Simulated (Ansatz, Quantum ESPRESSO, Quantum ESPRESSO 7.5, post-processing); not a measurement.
# Screening and band shifts of puckered SnSe, 1 layer

Wanted: polarisability and gap of puckered SnSe, 1 layer against a perpendicular field.

Main program and level: Quantum ESPRESSO 7.5; plane-wave DFT, LDA, GBRV ultrasoft pseudopotentials (geometry and cross-check by Ansatz 0.2.0 with PAW datasets; geometry under PBE).

This is a report of a sequence of runs, with most program output left out.

## (1) The structure

The cell holds 4 atoms: 2 Sn and 2 Se. Cell: a = 4.400 Å, b = 4.290 Å, c = 19.794 Å, α = 90.0°, β = 90.0°, γ = 90.0°. It derives from SnSe. Vacuum lies along c.

Structure file:

```cif
data_structure
_symmetry_space_group_name_H-M 'P 1'
_symmetry_Int_Tables_number 1
_cell_length_a 4.4000
_cell_length_b 4.2900
_cell_length_c 19.7936
_cell_angle_alpha 90.000
_cell_angle_beta 90.000
_cell_angle_gamma 90.000
_cell_volume 373.62
loop_
_atom_site_label
_atom_site_type_symbol
_atom_site_fract_x
_atom_site_fract_y
_atom_site_fract_z
_atom_site_occupancy
Sn1 Sn 0.06000 0.00000 0.42943 1
Se2 Se 0.44000 0.50000 0.43448 1
Se3 Se 0.94000 0.00000 0.56552 1
Sn4 Sn 0.56000 0.50000 0.57057 1
```

## (2) Geometry from Ansatz

The geometry comes first, from a plane-wave PAW code, so that the later runs on this slab share one structure.

input.yaml reads:

```yaml
crystal:
  lattice:
    - [4.4, 0.0, 0.0]
    - [0.0, 4.29, 0.0]
    - [0.0, 0.0, 19.7936]
  atoms:
    - { symbol: Sn, position: [0.06, 0.0, 0.4294317355] }
    - { symbol: Se, position: [0.44, 0.5, 0.4344838736] }
    - { symbol: Se, position: [0.94, 0.0, 0.5655161264] }
    - { symbol: Sn, position: [0.56, 0.5, 0.5705682645] }
kpoints:
  mp_grid: { grid: [8, 8, 1] }
hamiltonian:
  xc: pbe
scf:
  occupations: { method: fermi_dirac, width: 0.05 }
  convergence: { dr2_threshold: 1.0e-08 }
efield:
  axis: 3
  dipole_correction: true
  ramp_position: 0.97
  ramp_width: 0.04
relax:
  f_tol: 0.01
  cell: { fix: [c, alpha, beta] }
output:
  write_potential: true
  write_density: true
  volumetric_format: npy
```

Started as:

```console
$ ansatz run input.yaml --threads 4 --pin off --max-ram 8192MiB --backend cpu --events-out ev --progress --plain --runs-dir out
```

Wall time 44 s (4 threads of Arm Neoverse V2, shared host); peak memory 0.79 GiB; 2.8 min of CPU time.

Step by step:

```tsv
step	energy less that of the first step (eV)	largest force component (eV/Å)	pressure (GPa)	volume (Å³)
1	0.0000	0.7469	0.85	373.62
2	-0.1234	0.4422	-0.52	377.18
3	-0.1712	0.0369	-0.07	376.68
4	-0.1723	0.0129	-0.01	376.16
5	-0.1726	0.0091	0.01	375.11
6*	-0.1727	0.0091	0.01	375.11
```

Relaxation steps marked * repeat the geometry before them on a plane-wave basis chosen anew for their cell, so energy and pressure can jump there.

Forces are held to the 2 operations that the run works with; a distortion that breaks them can't arise in this run.

```tsv
cell as run	before	after	change
a (Å)	4.400	4.432	+0.7 %
b (Å)	4.290	4.276	-0.3 %
```

The atoms that moved most (Å, along periodic axes as changes of fractional coordinates times the final cell, across vacuum about the mean position):

```tsv
atom	dx	dy	dz	length
Se3	0.135	0.000	0.032	0.139
Se2	0.135	0.000	-0.032	0.139
Sn1	-0.135	0.000	0.015	0.136
Sn4	-0.135	0.000	-0.015	0.136
```

Final coordinates:

```xyz
4
Lattice="4.4323 0.0000 0.0000 0.0000 4.2757 0.0000 0.0000 0.0000 19.7936" Properties=species:S:1:pos:R:3
Sn    0.1308    0.0000    8.5151
Se    2.0853    2.1379    8.5681
Se    4.3015    0.0000   11.2255
Sn    2.3470    2.1379   11.2785
```

Numbers from this step:

```
free energy                                                      : -22988.1579 eV
Fermi energy                                                     : -0.07765 eV
gap by band count                                                : 1.122 eV
symmetry operations                                              : 2
dipole along the normal                                          : 5.69e-6 e·Å
vacuum level at the upper face over a Fermi level inside the gap : 3.879 eV
vacuum level at the lower face over a Fermi level inside the gap : 3.879 eV
```

## (3) SCF with pw.x: no field

The zero-field run is the reference. tefield and dipfield are on already, so that all runs share k-points and boundary.

Level of this step: plane-wave DFT, LDA, GBRV ultrasoft pseudopotentials (Quantum ESPRESSO 7.5).

f0.in reads:

```
&control
  prefix = 'f0'
  outdir = './out'
  pseudo_dir = './pseudo'
  calculation = 'scf'
  tprnfor = .true.
  tefield = .true.
  dipfield = .true.
/
&system
  ibrav = 0
  nat = 4
  ntyp = 2
  ecutwfc = 40
  ecutrho = 200
  occupations = 'smearing'
  smearing = 'fd'
  degauss = 0.004
  edir = 3
  emaxpos = 0.97
  eopreg = 0.04
  eamp = 0.0
/
&electrons
  conv_thr = 1e-09
  mixing_beta = 0.4
  electron_maxstep = 120
  mixing_mode = 'plain'
/
ATOMIC_SPECIES
  Sn  118.7100  sn_lda_v1.4.uspp.F.UPF
  Se  78.9710  se_lda_v1.uspp.F.UPF
CELL_PARAMETERS angstrom
  4.43230773116927 0.00000000000000 -0.00000000000000
  0.00000000000000 4.27572219933710 0.00000000000000
  -0.00000000000000 0.00000000000000 19.79360000000000
ATOMIC_POSITIONS crystal
  Sn  0.029515651369 0.000000000000 0.430193764393
  Se  0.470483529338 0.500000000000 0.432872248979
  Se  0.970484909367 0.000000000000 0.567127612317
  Sn  0.529515909926 0.500000000000 0.569806374312
K_POINTS automatic
  8 8 1 0 0 0
```

Started as:

```console
$ OMP_NUM_THREADS=1 mpirun -n 4 pw.x -nk 4 -in f0.in > f0.out
```

It took 77 s on 4 MPI ranks; peak memory 0.89 GiB.

Numbers from this step:

```
free energy                          : -5499.9819 eV
Fermi energy                         : -0.7283 eV
dipole along the normal              : 4.16e-5 e·Å
valence top, on the run's zero       : -1.244 eV
conduction bottom, on the run's zero : -0.1941 eV
gap by band count                    : 1.050 eV
```

The run needed 14 iterations to bring the estimated error under 1e-09 Ry; the largest force on any atom, held or free, is 0.35 eV/Å.

## (4) Potential by pp.x

plot_num = 11 writes the bare and Hartree potential. It leaves out exchange and correlation, which fade slowly, so it flattens close to the surface.

f0.pot.in reads:

```
&inputpp
  prefix = 'f0'
  outdir = './out'
  filplot = 'f0.pot.dat'
  plot_num = 11
/
```

Started as:

```console
$ OMP_NUM_THREADS=1 mpirun -n 4 pp.x -in f0.pot.in > f0.pot.out
```

It took 1.1 s on 4 MPI ranks; peak memory 0.13 GiB.

This step gave:

```
slope of the potential above                                          : 3.62e-5 eV/Å
upper vacuum line continued to the top atoms, over the valence top    : 4.726 eV
slope of the potential below                                          : -2.89e-5 eV/Å
lower vacuum line continued to the bottom atoms, over the valence top : 4.726 eV
vacuum level at the upper face over the valence top of the mesh       : 4.726 eV
vacuum level at the lower face over the valence top of the mesh       : 4.726 eV
```

The vacuum is flat to 0.1 meV/Å, so its level is well defined. Inside the slab the curve depends on the local part of the pseudopotentials; only the vacuum level has a meaning of its own.

## (5) Bands along a path: no field

The density is frozen and the levels are solved along a path.

f0.bands.in, as its differences from the input of step 3:

```diff
@@ -1,7 +1,6 @@
 &control
-  prefix = 'f0'
+  prefix = 'f0.bands'
   outdir = './out'
   pseudo_dir = './pseudo'
-  calculation = 'scf'
-  tprnfor = .true.
+  calculation = 'bands'
   tefield = .true.
@@ -22,8 +21,9 @@
   eamp = 0.0
+  nbnd = 26
 /
 &electrons
-  conv_thr = 1e-09
+  conv_thr = 1e-07
   mixing_beta = 0.4
   electron_maxstep = 120
-  mixing_mode = 'plain'
+  mixing_mode = 'local-TF'
 /
@@ -41,3 +41,8 @@
   Sn  0.529515909926 0.500000000000 0.569806374312
-K_POINTS automatic
-  8 8 1 0 0 0
+K_POINTS crystal_b
+5
+  0.0000000000 0.0000000000 0.0000000000 14
+  0.5000000000 0.0000000000 0.0000000000 14
+  0.5000000000 0.5000000000 0.0000000000 14
+  0.0000000000 0.5000000000 0.0000000000 14
+  0.0000000000 0.0000000000 0.0000000000 1
```

Started as:

```console
$ cp -r out/f0.save out/f0.bands.save
$ cp out/f0.xml out/f0.bands.xml
$ OMP_NUM_THREADS=1 mpirun -n 4 pw.x -nk 4 -in f0.bands.in > f0.bands.out
```

Elapsed: 2 min, on 4 MPI ranks; peak memory 0.47 GiB; 8.1 min of CPU time.

Read from the output:

```
valence top, on the run's zero       : -1.194 eV
conduction bottom, on the run's zero : -0.3034 eV
gap by band count                    : 0.8904 eV
```

Band numbers count within the set of bands kept for display. Electronic bands along the path, in eV, zero at the highest filled level of the SCF mesh; v1 is the highest filled band, c1 the lowest empty one:

```tsv
point	v4	v3	v2	v1	c1	c2	c3	c4
Γ	-2.90	-1.75	-1.71	-0.50	1.54	3.25	3.76	4.06
halfway	-2.29	-1.50	-0.81	-0.71	1.80	2.06	2.79	3.15
X	-1.64	-1.64	-0.29	-0.29	1.37	1.37	2.21	2.21
halfway	-2.31	-2.31	-1.36	-1.36	2.59	2.59	3.48	3.48
S	-3.22	-3.22	-1.64	-1.64	3.25	3.25	4.77	4.77
halfway	-2.38	-2.38	-1.44	-1.44	2.51	2.51	3.42	3.42
Y	-1.71	-1.71	-0.46	-0.46	1.25	1.25	2.03	2.03
halfway	-2.36	-1.58	-0.81	-0.75	1.79	2.05	2.66	3.25
Γ	-2.90	-1.75	-1.71	-0.50	1.54	3.25	3.76	4.06
```

Along this path the valence top lies near X and the conduction bottom near Y.

## (6) Self-consistent run: field 0.1 V/Å

eamp is the field in Hartree atomic units (1 a.u. = 51.42 V/Å). With dipfield on, it is the field in the vacuum beside an isolated sheet. The run starts from the density of the one before.

f1.in, as its differences from the input of step 3:

```diff
@@ -1,3 +1,3 @@
 &control
-  prefix = 'f0'
+  prefix = 'f1'
   outdir = './out'
@@ -21,3 +21,3 @@
   eopreg = 0.04
-  eamp = 0.0
+  eamp = 0.00194469
 /
@@ -28,2 +28,3 @@
   mixing_mode = 'plain'
+  startingpot = 'file'
 /
```

Started as:

```console
$ cp -r out/f0.save out/f1.save
$ OMP_NUM_THREADS=1 mpirun -n 4 pw.x -nk 4 -in f1.in > f1.out
```

Elapsed: 71 s, on 4 MPI ranks; peak memory 0.88 GiB; 4.8 min of CPU time.

Numbers from this step:

```
free energy                          : -5499.9848 eV
Fermi energy                         : -0.7145 eV
dipole along the normal              : 0.05698 e·Å
valence top, on the run's zero       : -1.230 eV
conduction bottom, on the run's zero : -0.1804 eV
gap by band count                    : 1.050 eV
```

The dipole goes from 0.0000 to 0.0570 e Å, 0.5694 e Å per V/Å.

## (7) Electrostatic potential

f1.pot.in reads:

```
&inputpp
  prefix = 'f1'
  outdir = './out'
  filplot = 'f1.pot.dat'
  plot_num = 11
/
```

Started as:

```console
$ OMP_NUM_THREADS=1 mpirun -n 4 pp.x -in f1.pot.in > f1.pot.out
```

Run time: 1.1 s. Hardware: 4 MPI ranks; peak memory 0.13 GiB; 3.9 s of CPU time.

Read from the output:

* slope of the potential above: 0.1000 eV/Å
* upper vacuum line continued to the top atoms, over the valence top: 4.593 eV
* slope of the potential below: 0.09996 eV/Å
* lower vacuum line continued to the bottom atoms, over the valence top: 4.861 eV

The slope in the vacuum is 0.100 eV/Å for an applied 0.10 V/Å, as it should be.

## (8) SCF with pw.x: field 0.2 V/Å

f2.in, as its differences from the input of step 6:

```diff
@@ -1,3 +1,3 @@
 &control
-  prefix = 'f1'
+  prefix = 'f2'
   outdir = './out'
@@ -21,3 +21,3 @@
   eopreg = 0.04
-  eamp = 0.00194469
+  eamp = 0.00388938
 /
```

Started as:

```console
$ cp -r out/f0.save out/f2.save
$ OMP_NUM_THREADS=1 mpirun -n 4 pw.x -nk 4 -in f2.in > f2.out
```

Wall time 63 s (4 MPI ranks); peak memory 0.87 GiB; 4.2 min of CPU time.

This step gave:

| Quantity | Value |
| --- | --- |
| free energy | -5499.9933 eV |
| Fermi energy | -0.7019 eV |
| dipole along the normal | 0.1140 e·Å |
| valence top, on the run's zero | -1.217 eV |
| conduction bottom, on the run's zero | -0.1679 eV |
| gap by band count | 1.049 eV |

The dipole goes from 0.0000 to 0.1140 e Å, 0.5696 e Å per V/Å.

## (9) Electrostatic potential

f2.pot.in reads:

```
&inputpp
  prefix = 'f2'
  outdir = './out'
  filplot = 'f2.pot.dat'
  plot_num = 11
/
```

Started as:

```console
$ OMP_NUM_THREADS=1 mpirun -n 4 pp.x -in f2.pot.in > f2.pot.out
```

The job ended after 1.1 s (4 MPI ranks; peak memory 0.13 GiB).

Read from the output:

* slope of the potential above: 0.2000 eV/Å
* upper vacuum line continued to the top atoms, over the valence top: 4.461 eV
* slope of the potential below: 0.2000 eV/Å
* lower vacuum line continued to the bottom atoms, over the valence top: 4.997 eV

The slope in the vacuum is 0.200 eV/Å for an applied 0.20 V/Å, as it should be.

## (10) Bands along a path: field 0.2 V/Å

f2.bands.in, as its differences from the input of step 5:

```diff
@@ -1,3 +1,3 @@
 &control
-  prefix = 'f0.bands'
+  prefix = 'f2.bands'
   outdir = './out'
@@ -20,3 +20,3 @@
   eopreg = 0.04
-  eamp = 0.0
+  eamp = 0.00388938
   nbnd = 26
```

Started as:

```console
$ cp -r out/f2.save out/f2.bands.save
$ cp out/f2.xml out/f2.bands.xml
$ OMP_NUM_THREADS=1 mpirun -n 4 pw.x -nk 4 -in f2.bands.in > f2.bands.out
```

Wall time 2 min (4 MPI ranks); peak memory 0.47 GiB.

Numbers from this step:

```
valence top, on the run's zero       : -1.167 eV
conduction bottom, on the run's zero : -0.2771 eV
gap by band count                    : 0.8900 eV
```

Band numbers count within the set of bands kept for display. The electronic bands at the labelled points (eV, zero at the highest filled level of the SCF mesh; v1 is the highest filled band, c1 the lowest empty one):

```tsv
point	v4	v3	v2	v1	c1	c2	c3	c4
Γ	-2.90	-1.75	-1.71	-0.50	1.53	3.25	3.72	3.82
halfway	-2.29	-1.50	-0.81	-0.71	1.80	2.06	2.79	3.15
X	-1.65	-1.63	-0.31	-0.28	1.35	1.38	2.19	2.22
halfway	-2.31	-2.31	-1.37	-1.36	2.58	2.61	3.47	3.49
S	-3.22	-3.22	-1.64	-1.64	3.22	3.27	4.75	4.76
halfway	-2.38	-2.38	-1.45	-1.43	2.50	2.52	3.40	3.43
Y	-1.72	-1.70	-0.47	-0.44	1.24	1.27	2.02	2.05
halfway	-2.36	-1.58	-0.81	-0.75	1.79	2.05	2.66	3.25
Γ	-2.90	-1.75	-1.71	-0.50	1.53	3.25	3.72	3.82
```

Upper empty bands that drop with the field can be states of the vacuum, held by the sawtooth; they depend on the cell's width.

Along this path the valence top lies near X and the conduction bottom near Y.

## (11) Self-consistent run: field 0.3 V/Å

f3.in, as its differences from the input of step 8:

```diff
@@ -1,3 +1,3 @@
 &control
-  prefix = 'f2'
+  prefix = 'f3'
   outdir = './out'
@@ -21,3 +21,3 @@
   eopreg = 0.04
-  eamp = 0.00388938
+  eamp = 0.00583407
 /
```

Started as:

```console
$ cp -r out/f0.save out/f3.save
$ OMP_NUM_THREADS=1 mpirun -n 4 pw.x -nk 4 -in f3.in > f3.out
```

Run time: 77 s. Hardware: 4 MPI ranks; peak memory 0.75 GiB; 5.2 min of CPU time.

Read from the output:

* free energy: -5500.0076 eV
* Fermi energy: -0.6903 eV
* dipole along the normal: 0.1710 e·Å
* valence top, on the run's zero: -1.205 eV
* conduction bottom, on the run's zero: -0.1565 eV
* gap by band count: 1.049 eV

The dipole goes from 0.0000 to 0.1710 e Å, 0.5700 e Å per V/Å.

## (12) Potential by pp.x

f3.pot.in reads:

```
&inputpp
  prefix = 'f3'
  outdir = './out'
  filplot = 'f3.pot.dat'
  plot_num = 11
/
```

Started as:

```console
$ OMP_NUM_THREADS=1 mpirun -n 4 pp.x -in f3.pot.in > f3.pot.out
```

Wall time 1.1 s (4 MPI ranks); peak memory 0.13 GiB; 3.9 s of CPU time.

This step gave:

- slope of the potential above: 0.3000 eV/Å
- upper vacuum line continued to the top atoms, over the valence top: 4.331 eV
- slope of the potential below: 0.2999 eV/Å
- lower vacuum line continued to the bottom atoms, over the valence top: 5.135 eV

The slope in the vacuum is 0.300 eV/Å for an applied 0.30 V/Å, as it should be.

Each curve counts from the valence top of its own run.

The runs together. The potential energy by z:

```tsv
z (Å)	potential at 0 V/Å (eV)	potential at 0.1 V/Å (eV)	potential at 0.2 V/Å (eV)	potential at 0.3 V/Å (eV)
0	4.73	4.37	4.01	3.66
1	4.73	4.11	3.49	2.88
2	4.73	4.21	3.69	3.18
3	4.73	4.31	3.89	3.48
4	4.73	4.41	4.09	3.78
5	4.72	4.51	4.29	4.08
6	4.69	4.57	4.45	4.33
7	4.01	3.97	3.93	3.90
8	-6.62	-6.63	-6.64	-6.64
9	-9.16	-9.16	-9.17	-9.17
10	2.36	2.36	2.36	2.36
11	-13.7	-13.6	-13.6	-13.6
12	-2.14	-2.13	-2.13	-2.12
13	4.33	4.38	4.44	4.49
14	4.70	4.85	4.99	5.13
15	4.72	4.96	5.20	5.45
16	4.73	5.07	5.41	5.75
17	4.73	5.17	5.61	6.05
18	4.73	5.27	5.81	6.35
19	4.73	5.37	6.01	6.65
```

## (13) Band structure: field 0.3 V/Å

f3.bands.in, as its differences from the input of step 10:

```diff
@@ -1,3 +1,3 @@
 &control
-  prefix = 'f2.bands'
+  prefix = 'f3.bands'
   outdir = './out'
@@ -20,3 +20,3 @@
   eopreg = 0.04
-  eamp = 0.00388938
+  eamp = 0.00583407
   nbnd = 26
```

Started as:

```console
$ cp -r out/f3.save out/f3.bands.save
$ cp out/f3.xml out/f3.bands.xml
$ OMP_NUM_THREADS=1 mpirun -n 4 pw.x -nk 4 -in f3.bands.in > f3.bands.out
```

Run time: 2.1 min. Hardware: 4 MPI ranks; peak memory 0.47 GiB.

This step gave:

```
valence top, on the run's zero       : -1.155 eV
conduction bottom, on the run's zero : -0.2659 eV
gap by band count                    : 0.8894 eV
```

Band numbers count within the set of bands kept for display. Electronic bands along the path, in eV, zero at the highest filled level of the SCF mesh; v1 is the highest filled band, c1 the lowest empty one:

```tsv
point	v4	v3	v2	v1	c1	c2	c3	c4
Γ	-2.90	-1.75	-1.71	-0.50	1.52	3.25	3.43	3.78
halfway	-2.29	-1.50	-0.81	-0.71	1.79	2.06	2.79	3.15
X	-1.65	-1.62	-0.31	-0.28	1.35	1.38	2.18	2.23
halfway	-2.31	-2.31	-1.38	-1.35	2.57	2.61	3.47	3.50
S	-3.22	-3.22	-1.64	-1.64	3.21	3.28	4.74	4.75
halfway	-2.38	-2.37	-1.45	-1.43	2.49	2.52	3.39	3.44
Y	-1.73	-1.70	-0.48	-0.44	1.23	1.27	2.01	2.05
halfway	-2.36	-1.58	-0.81	-0.75	1.78	2.05	2.66	3.25
Γ	-2.90	-1.75	-1.71	-0.50	1.52	3.25	3.43	3.78
```

Upper empty bands that drop with the field can be states of the vacuum, held by the sawtooth; they depend on the cell's width.

Along this path the valence top lies near X and the conduction bottom near Y.

## (14) Valence density

The density shows how far the electrons spill into the vacuum.

f0.rho.in reads:

```
&inputpp
  prefix = 'f0'
  outdir = './out'
  filplot = 'f0.rho.dat'
  plot_num = 0
/
```

Started as:

```console
$ OMP_NUM_THREADS=1 mpirun -n 4 pp.x -in f0.rho.in > f0.rho.out
```

Run time: 1.1 s. Hardware: 4 MPI ranks; peak memory 0.13 GiB; 4 s of CPU time.

Read from the output:

```
electrons by integration : 40.00 e
```

Mean over planes. The valence density, planar mean by z:

z (Å), valence density, planar mean (e/Å³) and a bar:
```
      4.5      0.000 
      5.0      0.000 
      5.5      0.000 
      6.0      0.002 
      6.5      0.008 
      7.0      0.032 #
      7.5      0.121 ####
      8.0      0.434 ################
      8.5      0.836 ##############################
      9.0      0.465 #################
      9.5      0.168 ######
     10.0      0.122 ####
     10.5      0.244 #########
     11.0      0.694 #########################
     11.5      0.740 ###########################
     12.0      0.255 #########
     12.5      0.071 ###
     13.0      0.018 #
     13.5      0.004 
     14.0      0.001 
     14.5      0.000 
     15.0      0.000
```

Valence density in the ca plane at fractional y = 0.000, with atoms of Sn and Se within 0.2 Å of it. It is the smooth field of the valence electrons, not physical close to the nuclei.

Ten steps, logarithmic in the rise over the least value, from '0' (0.00 × 1e0 e/Å³) to '9' (9.48 × 1e0 e/Å³), each cell a mean:
```
00000000000000000013589853344654420000000000
00000000000000000012356532244444310000000000
00000000000000000001223221223443210000000000
00000000000000000000111111112222100000000000
00000000000000000000000000011111000000000000
00000000000000000000000000000110000000000000
00000000000000000000011100000000000000000000
00000000000000000000111110001111000000000000
00000000000000000001233321112222100000000000
00000000000000000012467632223443210000000000
00000000000000000013699853344444310000000000
00000000000000000013699963344544320000000000
```
Columns run along c (16.0 Å, from fractional 0.03 to 0.84 of the cell), rows up along a (4.4 Å). Atoms in or near the plane, at fractional coordinates: Sn at (0.43, 0.03), Se at (0.57, 0.97).

The density integrates to 40.000 electrons, as the 40 of the input ask.

## (15) Density by pp.x

f2.rho.in reads:

```
&inputpp
  prefix = 'f2'
  outdir = './out'
  filplot = 'f2.rho.dat'
  plot_num = 0
/
```

Started as:

```console
$ OMP_NUM_THREADS=1 mpirun -n 4 pp.x -in f2.rho.in > f2.rho.out
```

It took 1.1 s on 4 MPI ranks; peak memory 0.13 GiB; 3.9 s of CPU time.

## (16) Charge moved by a field of 0.2 V/Å

Read from the output:

| Item | Value |
| --- | --- |
| largest charge moved across a plane | 0.001105 e/Å² |
| dipole step | -1.088 eV |

Table of planar mean by z:

```tsv
z (Å)	planar mean (e/Å³)
2.5	6.1e-8
3.0	1.9e-7
3.5	5.8e-7
4.0	1.8e-6
4.5	5.7e-6
5.0	1.7e-5
5.5	5.0e-5
6.0	1.4e-4
6.5	3.3e-4
7.0	6.3e-4
7.5	7.8e-4
8.0	2.5e-4
8.5	-1.5e-4
9.0	-1.7e-5
9.5	8.0e-5
10.0	-2.8e-5
10.5	-7.2e-5
11.0	8.9e-5
11.5	7.4e-6
12.0	-5.7e-4
12.5	-7.8e-4
13.0	-4.9e-4
13.5	-2.2e-4
14.0	-8.3e-5
14.5	-2.8e-5
15.0	-8.9e-6
15.5	-2.7e-6
16.0	-8.0e-7
16.5	-2.3e-7
17.0	-6.8e-8
```

Table of running integral, electrons below z by z:

z (Å), running integral, electrons below z (e/Å²) and a bar:
```
        3    0.00000 
        4    0.00000 
        5    0.00001 
        6    0.00007 ##
        7    0.00045 ############
        8    0.00109 ##############################
        9    0.00103 #############################
       10    0.00107 ##############################
       11    0.00105 #############################
       12    0.00095 ##########################
       13    0.00025 #######
       14    0.00003 #
       15    0.00000 
       16    0.00000 
       17    0.00000
```

[end of part 1 of 2]

[Logs are printed without paths, hosts, clocks, repeated set-up lines and the standing remarks that a program may print on its own settings, such as how far it seeks lower states.]

[Hosts, paths, dates, database ids (printed as entryN), source tags and the programs' standing remarks are cut or masked in the printed files.]

[Maps of the electrostatic potential energy from Ansatz leave out the sawtooth potential of an applied field or a dipole correction, so their vacuum need not be flat; planar profiles and work functions include it.]
